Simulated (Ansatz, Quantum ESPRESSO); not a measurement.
**Sr1-xBaxTiO3: cell size against composition**

Does the cell follow a straight line between the end members?

Calculated with Quantum ESPRESSO 7.5, PBEsol, GBRV 1.5 ultrasoft potentials, cutoff 680 eV, Fermi–Dirac smearing 0.02 eV, k-mesh 5×5×4, no spin polarisation, no spin-orbit coupling.

Each composition is one ordered cell of the cubic perovskite structure with 4 sites to fill (x is the share of Ba on the Sr sites), chosen so that its near-neighbour pairs are as close to random as the cell allows, with cell and atoms relaxed. The cell at x = 0.25: a = 5.5361 Å, b = 5.5361 Å, c = 7.8249 Å, α = 90.00°, β = 90.00°, γ = 90.00°.

```csv
atom,x,y,z
Ba,0.0000,0.0000,0.0000
Sr,0.0000,0.0000,0.5000
Sr,0.5000,0.5000,0.0000
Sr,0.5000,0.5000,0.5000
Ti,0.5000,0.0000,0.2525
Ti,0.5000,0.0000,0.7475
Ti,0.0000,0.5000,0.2525
Ti,0.0000,0.5000,0.7475
O,0.5000,0.0000,0.0000
O,0.2520,0.7480,0.2544
O,0.2520,0.2520,0.2544
O,0.5000,0.0000,0.5000
O,0.2520,0.7480,0.7456
O,0.2520,0.2520,0.7456
O,0.0000,0.5000,0.0000
O,0.7480,0.2520,0.2544
O,0.7480,0.7480,0.2544
O,0.0000,0.5000,0.5000
O,0.7480,0.2520,0.7456
O,0.7480,0.7480,0.7456
```

| x | formula | space group | volume for each atom (Å³) |
| --- | --- | --- | --- |
| 0 | SrTiO3 | Pm-3m | 11.787 |
| 0.25 | BaSr3Ti4O12 | P4/mmm | 11.991 |
| 0.5 | BaSrTi2O6 | P4/mmm | 12.188 |
| 1 | BaTiO3 | Pm-3m | 12.584 |

**Question.** Fit the trend and give the value at x = 0.75, a row left out above.

The law is y = (1 − x) y0 + x y1 − b x(1 − x). With w = x(1 − x) and δ the distance of each inner row from the straight line, b = −Σδw/Σw².

```
   x       w      δ
0.25  0.1875  0.005
 0.5  0.2500  0.003
```

Σδw = 0.001516 and Σw² = 0.09766, so b = −0.016 Å³. At x = 0.75 the law gives 12.388 Å³. The run itself gives 12.389 Å³, so the estimate misses by 0.001 Å³, a rounding's worth.

At x = 0.5 the bowing term is 0.03 % of the value there, against 6.8 % between the ends, so the straight line holds well.

One small ordered cell stands for each composition, so a random alloy may differ.

The same fit over all rows at other levels or in other programs gives b = −0.008 Å³ with PBEsol (Ansatz).

[Logs are printed without paths, hosts, clocks, repeated set-up lines and the standing remarks that a program may print on its own settings, such as how far it seeks lower states.]
